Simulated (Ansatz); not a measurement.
# AgBi2 (built on the sites of a database entry of In2Au): the cell at rest

Aim: bring AgBi2 (built on the sites of a database entry of In2Au) to small forces and stress, as phonons need.

Calculated with Ansatz 0.2.0; DFT PBEsol, scalar-relativistic, plane waves, PAW.

The structure was built from a prototype and need not be the compound's stable phase.

## (1) The starting structure

It takes space group Fm-3m (No. 225, cubic). The conventional cell has a = 6.759 Å, b = 6.759 Å, c = 6.759 Å, α = 90.00°, β = 90.00°, γ = 90.00°. Nearest to Bi lie 4 Ag at 2.93 Å. Nearest to Ag lie 8 Bi at 2.93 Å. Farther neighbours are not listed.

## (2) A coarse first look

A quick single point on a coarse mesh tells whether the cell has a gap and how far it is from rest, which sets the k mesh and smearing that follow.

input.yaml

```yaml
crystal:
  lattice:
    - [0.0, 3.37955, 3.37955]
    - [3.37955, 0.0, 3.37955]
    - [3.37955, 3.37955, 0.0]
  atoms:
    - { symbol: Bi, position: [0.25, 0.25, 0.25] }
    - { symbol: Bi, position: [0.75, 0.75, 0.75] }
    - { symbol: Ag, position: [0.0, 0.0, 0.0] }
kpoints:
  mp_grid: { grid: [6, 6, 6] }
hamiltonian:
  xc: pbesol
scf:
  occupations: { method: gaussian, width: 0.1 }
output:
  forces: true
  stress: true
  eigenvalues: true
```

Started as:

```
> ansatz run input.yaml --threads 8 --pin off --max-ram 14336MiB --backend cpu --events-out ev --progress --plain --runs-dir out
```

Numbers of over 12 decimals in the logs are rounded to 6 here.

The log of the run:

```text
Engine: ansatz 0.2.0, aarch64-unknown-linux-gnu
Pseudopotentials: kind: paw
Pseudopotential: Bi, paw, valence charge 15, recommended cutoff 420 eV (normal), Bi.paw.azcp
Pseudopotential: Ag, paw, valence charge 19, recommended cutoff 420 eV (normal), Ag.paw.azcp
Functional definition: PBEsol
  exchange = pbesol_x
  correlation = pbesol_c
Crystal: 3 atoms, lattice volume = 77.198 Å³
[...]
k-point 0: bands = [... 21 lower, 12.8978, 12.8978, 12.8978, 14.6687, 14.6687, 14.6687, 16.1640, 16.8305, ... 1 higher]
  k-point 1: bands = [... 21 lower, 11.6959, 12.5738, 12.5738, 13.7659, 14.3938, 14.3938, 16.6794, 17.3699, ... 1 higher]
  k-point 2: bands = [... 21 lower, 10.7969, 12.0317, 12.0317, 12.6772, 13.8617, 13.8617, 17.6670, 18.8338, ... 1 higher]
  k-point 15: bands = [... 21 lower, 8.3951, 9.4147, 11.2637, 14.5697, 15.8439, 17.5914, 18.3740, 18.7730, ... 1 higher]
[key lines of the parts left out:]
SCF converged after 6 iterations
Free energy (F): -32005.970244 eV
Fermi energy:    13.663641 eV
P = ⅓ Tr σ = 7.2817 GPa (72.817 kbar)
```

It took 0.5 s on 8 threads of Arm Neoverse V2, shared host; peak memory 0.41 GiB.

This step gave:

```
pressure          : 7.282 GPa
volume per atom   : 25.73 Å³
gap on the k-mesh : 0 eV
```

The coarse mesh shows no gap and a pressure of 7.3 GPa.

## (3) Bringing the structure to rest

Harmonic phonons are second derivatives at a point where the forces vanish, and they are wanted at zero stress, so atoms and cell are relaxed first.

input.yaml, the sections that differ from step 2:

```yaml
kpoints:
  mp_grid: { grid: [10, 10, 10] }
output:
  forces: true
  stress: true
  eigenvalues: true
  write_density: true
  write_potential: true
  elf: true
  volumetric_format: npy
relax:
  adjacent_minimum: "off"
  f_tol: 0.005
  max_steps: 80
  cell: { stress_tol: 0.05 }
# crystal, hamiltonian, scf: as in step 2
```

The log of the run:

```text
[...]
Crystal: 3 atoms, lattice volume = 77.198 Å³
Basis set: ecut = 420 eV, 1459 PW (Γ), exchange–correlation on 64×64×64 points (8 copies of the dense FFT grid, shifted against one another)
Bands: 30, of which v1, the nominal top of the filled ones, is band 25 counted from 1 (24 counted from 0)
Symmetry: 48 space group operations
[...]
k-points: 47 of 1000
[...]
SCF iter   1: F=—  HF=-32005.981647 eV  |F-HF|=—  |Δ(HF+E_count)|=         —  Δρ=7.75e-3  dr2=5.06e-2  ethr=1.77e-3  ⟨swp⟩=6.1  Hψ=5797  notcnv=0
[...]
SCF iter   6: F=-32005.970518 eV  HF=-32005.970518 eV  |F-HF|=5.14e-9  |Δ(HF+E_count)|=   4.50e-8  Δρ=2.98e-6  dr2=5.63e-9  ethr=1.90e-10  ⟨swp⟩=10.8  Hψ=11694  notcnv=0
SCF 1 converged in 6 iterations: F = -32005.970518 eV  dr2 = 5.63e-9
[...]
relax step   1: F+E_penalty+E_count = -32005.97051832 eV  Δ(F+E_penalty+E_count) = +0.000e0 eV  max|allowed force component| = 1.870e-17 eV/Å  Δτ_max = 0.0000 Å  P = +7.339 GPa  Ω = 77.198 Å³  (6 SCF iters, dr2 threshold 1.00e-7 eV, accepted)
Crystal: 3 atoms, lattice volume = 89.048 Å³
Basis set: ecut = 420 eV, 1807 PW (Γ), exchange–correlation on 64×64×64 points (8 copies of the dense FFT grid, shifted against one another)
[...]
iter 1 solved again at ethr=2.51e-4 eV; its pass at ethr=3.10e-3 eV (dr2=1.23e-1 eV) is discarded
[...]
SCF iter   6: F=-32006.076236 eV  HF=-32006.076236 eV  |F-HF|=3.29e-9  |Δ(HF+E_count)|=   4.90e-8  Δρ=3.24e-6  dr2=1.09e-8  ethr=6.12e-10  ⟨swp⟩=13.5  Hψ=11486  notcnv=0
SCF 2 converged in 6 iterations: F = -32006.076236 eV  dr2 = 1.09e-8
  Residual-converged pass: ⟨swp⟩=1.0  Hψ=1598  notcnv=0  max |occ|·‖R‖ = 7.0e-9 eV (tolerance 1.0e-8 eV)  dr2=1.09e-8  dr2_onsite=4.24e-10  max |Δocc| = 2.8e-10
relax step   2: F+E_penalty+E_count = -32006.07623568 eV  Δ(F+E_penalty+E_count) = -1.057e-1 eV  max|allowed force component| = 1.234e-17 eV/Å  Δτ_max = 0.0000 Å  P = -3.008 GPa  Ω = 89.048 Å³  energy of the carried Pulay correction = -2.401e-3 eV  (6 SCF iters, dr2 threshold 3.00e-7 eV, accepted)
Crystal: 3 atoms, lattice volume = 85.245 Å³
Basis set: ecut = 420 eV, 1687 PW (Γ), exchange–correlation on 64×64×64 points (8 copies of the dense FFT grid, shifted against one another)
[...]
SCF iter   6: F=-32006.120546 eV  HF=-32006.120546 eV  |F-HF|=9.61e-9  |Δ(HF+E_count)|=   5.93e-8  Δρ=3.74e-6  dr2=1.19e-8  ethr=6.12e-10  ⟨swp⟩=10.2  Hψ=10494  notcnv=0
SCF 3 converged in 6 iterations: F = -32006.120546 eV  dr2 = 1.19e-8
relax step   3: F+E_penalty+E_count = -32006.12054645 eV  Δ(F+E_penalty+E_count) = -4.431e-2 eV  max|allowed force component| = 2.930e-17 eV/Å  Δτ_max = 0.0000 Å  P = -0.558 GPa  Ω = 85.245 Å³  energy of the carried Pulay correction = -1.668e-3 eV  (6 SCF iters, dr2 threshold 3.00e-7 eV, accepted)
[...]
relax step   4: F+E_penalty+E_count = -32006.12200103 eV  Δ(F+E_penalty+E_count) = -1.455e-3 eV  max|allowed force component| = 7.401e-17 eV/Å  Δτ_max = 0.0000 Å  P = +0.060 GPa  Ω = 84.423 Å³  energy of the carried Pulay correction = -1.506e-3 eV  (5 SCF iters, dr2 threshold 3.00e-7 eV, accepted)
[...]
relax step   5: F+E_penalty+E_count = -32006.12200070 eV  Δ(F+E_penalty+E_count) = +3.222e-7 eV  max|allowed force component| = 3.084e-17 eV/Å  Δτ_max = 0.0000 Å  P = +0.002 GPa  Ω = 84.498 Å³  energy of the carried Pulay correction = -1.520e-3 eV  (4 SCF iters, dr2 threshold 9.02e-9 eV, accepted)
Basis set: ecut = 420 eV, 1639 PW (Γ), exchange–correlation on 72×72×72 points (8 copies of the dense FFT grid, shifted against one another)
[...]
SCF iter   6: F=-32006.123186 eV  HF=-32006.123186 eV  |F-HF|=2.55e-11  |Δ(HF+E_count)|=  5.02e-10  Δρ=1.67e-7  dr2=2.03e-11  ethr=1.00e-12  ⟨swp⟩=5.3  Hψ=7910  notcnv=0
SCF 6 converged in 6 iterations: F = -32006.123186 eV  dr2 = 2.03e-11
relax step   6: F+E_penalty+E_count = -32006.12318630 eV  Δ(F+E_penalty+E_count) = -1.186e-3 eV  max|allowed force component| = 2.313e-17 eV/Å  Δτ_max = 0.0000 Å  P = -0.011 GPa  Ω = 84.498 Å³  stress off target by 1.09e-2 GPa  SCF on the basis re-selected at this cell (its energy is not comparable with the rows above)  (6 SCF iters)
basis re-selected at this cell: Δ(F+E_penalty+E_count) = -1.186e-3 eV, ΔP = -0.013 GPa vs the last step (what re-selecting the basis moved, of the pressure what is left beyond the Pulay correction that the steps carried, after the strain that the cell walked since its last selection, with what the two solves' SCF thresholds leave and, on support functions, any second-order correction that the steps lacked; it is no measure of the basis error at this ecutwfc). The dense FFT grid was sized anew with the basis: this SCF ran on 36×36×36 points, the steps before it on 32×32×32, so part of this shift can come from that change (see relax.cell in the input reference). [rest of the remark cut]
SCF converged after 6 iterations
Free energy (F): -32006.123186 eV
[...]
Internal energy: -32006.112899 eV  (E = F + TS)
E sigma→0 (E₀):  -32006.118043 eV
Entropy (-TS):   -0.010287 eV (-3.429 meV/atom)
Fermi energy:    11.894409 eV
[...]
--- Stress (GPa, compression-positive) ---
       -0.010906      -0.000000      -0.000000
       -0.000000      -0.010906       0.000000
       -0.000000       0.000000      -0.010906
  P = ⅓ Tr σ = -0.0109 GPa (-0.109 kbar)
--- Band table (eV; the first three rows and the last of 47) ---
  k-point 0: bands = [... 21 lower, 11.2827, 11.2827, 11.2827, 13.0172, 13.0172, 13.0172, 14.0188, 15.2701, ... 1 higher]
  k-point 1: bands = [... 21 lower, 10.8124, 11.1787, 11.1787, 12.4207, 12.9109, 12.9109, 14.8423, 15.4476, ... 1 higher]
  k-point 2: bands = [... 21 lower, 9.9345, 10.9339, 10.9339, 11.7975, 12.6292, 12.6292, 15.1165, 15.9846, ... 1 higher]
  k-point 46: bands = [... 21 lower, 7.1509, 8.1623, 10.2965, 12.1130, 14.6196, 15.5565, 16.1803, 16.5076, ... 1 higher]
--- Relaxed structure (5 steps of the walk, 5 accepted, 1 SCFs on fresh bases) ---
  F+E_penalty+E_count = -32006.12318630 eV   max|allowed force component| = 2.313e-17 eV/Å   (the final SCF, on the basis selected at the relaxed cell)
  cell:  # Å, volume = 84.4981 Å³
    - [0, 3.482883, 3.482883]
    - [3.482883, 0, 3.482883]
    - [3.482883, 3.482883, 0]
  atoms:
    - { symbol: Bi, position: [0.250000, 0.250000, 0.250000] }
    - { symbol: Bi, position: [0.750000, 0.750000, 0.750000] }
    - { symbol: Ag, position: [0, 0, 0] }
```

Wall time 6 s (8 threads); peak memory 0.54 GiB; 42 s of CPU time.

Step by step:

```
step  energy less that of the first step (eV)  largest force component (eV/Å)  pressure (GPa)  volume (Å³)
   1                                   0.0000                          0.0000            7.34        77.20
   2                                  -0.1057                          0.0000           -3.01        89.05
   3                                  -0.1500                          0.0000           -0.56        85.24
   4                                  -0.1515                          0.0000            0.06        84.42
   5                                  -0.1515                          0.0000            0.00        84.50
  6*                                  -0.1527                          0.0000           -0.01        84.50
```

Relaxation steps marked * repeat the geometry before them on a plane-wave basis chosen anew for their cell, so energy and pressure can jump there.

Forces are held to the 48 operations that the run works with; a distortion that breaks them can't arise in this run.

```
conventional cell, symmetrised  before  after  change
                         a (Å)   6.759  6.966  +3.1 %
                         b (Å)   6.759  6.966  +3.1 %
                         c (Å)   6.759  6.966  +3.1 %
              volume (Å³/atom)   25.73  28.17  +9.5 %
```

The relaxed structure:

```xyz
3
Lattice="0.0000 3.4829 3.4829 3.4829 0.0000 3.4829 3.4829 3.4829 0.0000" Properties=species:S:1:pos:R:3 pbc="T T T"
Bi    1.7414    1.7414    1.7414
Bi    5.2243    5.2243    5.2243
Ag    0.0000    0.0000    0.0000
```

This step gave:

| Item | Value |
| --- | --- |
| pressure | -0.01091 GPa |
| volume per atom | 28.17 Å³ |

Valence density in the ac plane of a cell with a along [110], b along [-110] and c along [001] of the cube at fractional y = 0.000, with atoms of Bi and Ag within 0.2 Å of it. It is the smooth field of the valence electrons, not physical close to the nuclei.

Ten steps, logarithmic in the rise over the least value, from '_' (0 e/Å³) to '@' (18 e/Å³), each cell a mean:
```
@@%%++::..............--**@@@@%%++::..............--**@@
##++--....::::::::....::==**##++--....::::::::....::==**
--::....::--++++==--....::----::....::--++++==--....::--
........--++####**==::..............--++####**==::......
______..--**##%%##++::..__________..--**##%%##++::..____
______..--++####**==::..__________..--++####**==::..____
______..::--++++==::..____________..::--++++==::..______
________..::::::::..________________..::::::::..________
__________........____________________........__________
____________......______________________......__________
__________..........__________________..........________
________..::--==--::..______________..::--==--::..______
______..::==****++--..____________..::==****++--..______
______..--**######++::..__________..--**######++::..____
____....--**######++::..________....--**######++::..____
::......::++****++--::......::......::++****++--::......
++==::..::::--==--::....--==++==::..::::--==--::....--==
%%##==::......::......::++%%%%##==::......::......::++%%
@@%%++::..............--##@@@@%%++::..............--##@@
```
Columns run along a (9.9 Å), rows up along c (7.0 Å), edges of the conventional cell, whose origin can differ from the input's. Atoms in or near the plane, at fractional coordinates: Bi at (0.25, 0.25), Bi at (0.75, 0.25), Bi at (0.25, 0.75), Bi at (0.75, 0.75), Ag at (0.00, 0.00), Ag at (0.50, 0.00).

ELF in the ac plane of a cell with a along [110], b along [-110] and c along [001] of the cube at fractional y = 0.000, with atoms of Bi and Ag within 0.2 Å of it. It is the smooth field of the valence electrons, not physical close to the nuclei.

Ten even steps from '0' (0.02) to '9' (0.80), each cell a mean:
```
9742233333236897422333332368
6532344444324565323444443245
3223454444322332234544443223
2224442134432222244421344322
1234531224432112345312244321
1124542135431111245421354311
0013454455421000134544554210
0012344444310000123444443100
0001233332100000012333321000
0000123322100000001233221000
0001344443210000013444432100
0013455554320000134555543200
0124553345431001245533454310
1124531124432111245311244321
2234531124432222345311244322
2223443245432222234432454322
4323445554322443234455543224
7632344443225776323444432257
9742233332236997422333322369
```
Columns run along a (9.9 Å), rows up along c (7.0 Å), edges of the conventional cell, whose origin can differ from the input's. Atoms in or near the plane, at fractional coordinates: Bi at (0.25, 0.25), Bi at (0.75, 0.25), Bi at (0.25, 0.75), Bi at (0.75, 0.75), Ag at (0.00, 0.00), Ag at (0.50, 0.00).

Electrostatic potential energy in the ac plane of a cell with a along [110], b along [-110] and c along [001] of the cube at fractional y = 0.000, with atoms of Bi and Ag within 0.2 Å of it. With pseudopotentials it is smooth inside the atoms' cores, unlike the true potential.

Values in eV, 10 rows by 16 columns, each cell a mean:
```
-23  -2  11   8   7  11   5 -19 -23  -2  11   8   7  11   5 -19
  6  11   3 -36 -45  -5  11   8   6  11   3 -36 -45  -5  11   8
 15  13  -6 -70 -79 -22  11  15  15  13  -6 -70 -79 -22  11  15
 15  14   6 -20 -27   1  13  15  15  14   6 -20 -27   1  13  15
 16  15  14  11  10  13  15  16  16  15  14  11  10  13  15  16
 16  15  13   8   7  12  15  16  16  15  13   8   7  12  15  16
 15  14   3 -36 -45  -5  12  15  15  14   3 -36 -45  -5  12  15
 14  12  -6 -70 -79 -22  10  14  14  12  -6 -70 -79 -22  10  14
  0   9   6 -20 -27   1  10   2   0   9   6 -20 -27   1  10   2
-27  -5  12  11  10  12   3 -23 -27  -5  12  11  10  12   3 -23
```
Columns run along a (9.9 Å; values clipped at the 3rd and 97th percentile), rows up along c (7.0 Å), edges of the conventional cell, whose origin can differ from the input's. Atoms in or near the plane, at fractional coordinates: Bi at (0.25, 0.25), Bi at (0.75, 0.25), Bi at (0.25, 0.75), Bi at (0.75, 0.75), Ag at (0.00, 0.00), Ag at (0.50, 0.00).

In this step the volume went from 25.73 to 28.17 Å³/atom.

## (4) Bringing the structure to rest

The relaxation is repeated from its end on the same settings, as a check that it has come to rest.

input.yaml, the sections that differ from step 3:

```yaml
crystal:
  lattice:
    - [0.0, 3.4828833743, 3.4828833743]
    - [3.4828833743, 0.0, 3.4828833743]
    - [3.4828833743, 3.4828833743, 0.0]
  atoms:
    - { symbol: Bi, position: [0.25, 0.25, 0.25] }
    - { symbol: Bi, position: [0.75, 0.75, 0.75] }
    - { symbol: Ag, position: [0.0, 0.0, 0.0] }
output:
  forces: true
  stress: true
  eigenvalues: true
# kpoints, hamiltonian, scf, relax: as in step 3
```

The log of the run:

```text
[...]
Crystal: 3 atoms, lattice volume = 84.498 Å³
Basis set: ecut = 420 eV, 1639 PW (Γ), exchange–correlation on 72×72×72 points (8 copies of the dense FFT grid, shifted against one another)
Bands: 30, of which v1, the nominal top of the filled ones, is band 25 counted from 1 (24 counted from 0)
[... 1 set-up line as in the run before ...]
[...]
k-points: 47 of 1000
[...]
--- Relaxed structure (1 steps of the walk, 1 accepted, 1 SCFs on fresh bases) ---
[...]
cell:  # Å, volume = 84.4981 Å³
    - [0.0, 3.4828833743, 3.4828833743]
    - [3.4828833743, 0.0, 3.4828833743]
    - [3.4828833743, 3.4828833743, 0.0]
  atoms:
    - { symbol: Bi, position: [0.250000, 0.250000, 0.250000] }
    - { symbol: Bi, position: [0.750000, 0.750000, 0.750000] }
    - { symbol: Ag, position: [0.0, 0.0, 0.0] }
[key lines of the parts left out:]
SCF converged after 4 iterations
Free energy (F): -32006.123186 eV
Fermi energy:    11.894410 eV
P = ⅓ Tr σ = -0.0109 GPa (-0.109 kbar)
```

The job ended after 2.2 s (8 threads; peak memory 0.53 GiB; 15 s of CPU time).

Little changed from the start: no atom moved by 0.005 Å and no cell edge by 0.1 %.

In this step the volume went from 28.17 to 28.17 Å³/atom.

## (5) Relaxing to small forces for the phonons

Phonons need a cell at rest on their own settings, so the relaxation is repeated with tight tolerances on forces and stress, using the mesh and the filling of the phonon run that follows.

input.yaml, the sections that differ from step 4:

```yaml
scf:
  occupations: { method: methfessel_paxton, width: 0.15 }
relax:
  adjacent_minimum: "off"
  f_tol: 0.001
  max_steps: 60
  cell: { stress_tol: 0.01 }
# crystal, kpoints, hamiltonian, output: as in step 4
```

The log of the run:

```text
[...]
Crystal: 3 atoms, lattice volume = 84.498 Å³
Basis set: ecut = 420 eV, 1639 PW (Γ), exchange–correlation on 72×72×72 points (8 copies of the dense FFT grid, shifted against one another)
Bands: 30, of which v1, the nominal top of the filled ones, is band 25 counted from 1 (24 counted from 0)
[... 1 set-up line as in the run before ...]
[...]
k-points: 47 of 1000
[...]
--- Relaxed structure (2 steps of the walk, 2 accepted, 1 SCFs on fresh bases) ---
[...]
cell:  # Å, volume = 84.4747 Å³
    - [0, 3.482563, 3.482563]
    - [3.482563, 0, 3.482563]
    - [3.482563, 3.482563, 0]
  atoms:
    - { symbol: Bi, position: [0.25, 0.25, 0.25] }
    - { symbol: Bi, position: [0.750000, 0.750000, 0.750000] }
    - { symbol: Ag, position: [0, 0, 0] }
[key lines of the parts left out:]
SCF converged after 5 iterations
Free energy (F): -32006.119330 eV
Fermi energy:    11.900271 eV
P = ⅓ Tr σ = 0.0077 GPa (0.077 kbar)
```

Elapsed: 3.1 s, on 8 threads; peak memory 0.54 GiB.

Little changed from the start: no atom moved by 0.005 Å and no cell edge by 0.1 %.

This step gave:

```
pressure        : 0.007712 GPa
volume per atom : 28.16 Å³
```

The forces vanish by symmetry and the pressure is 0.008 GPa, within the tolerances set. The cell now holds 28.16 Å³/atom.

## (6) Results

```json
{
  "space group after relaxation (within 0.01 Å)": "Fm-3m",
  "lattice constant a": "6.965 Å",
  "lattice constant b": "6.965 Å",
  "lattice constant c": "6.965 Å",
  "volume per atom": "28.2 Å³"
}
```

In words: The forces vanish by symmetry and the pressure is 0.008 GPa, within the tolerances set. The cell now holds 28.16 Å³/atom. The relaxation keeps the symmetry of its start, so it says nothing on stability against lower symmetry. The runs are without spin polarisation, although the cell has an odd electron count. Spin-orbit coupling is left out, which can matter for the heavy elements here. The starting cell was built on a prototype and not taken from a measurement, so the phase need not exist.

[Logs are printed without paths, hosts, clocks, repeated set-up lines and the standing remarks that a program may print on its own settings, such as how far it seeks lower states.]

[Hosts, paths, dates, database ids (printed as entryN), source tags and the programs' standing remarks are cut or masked in the printed files.]
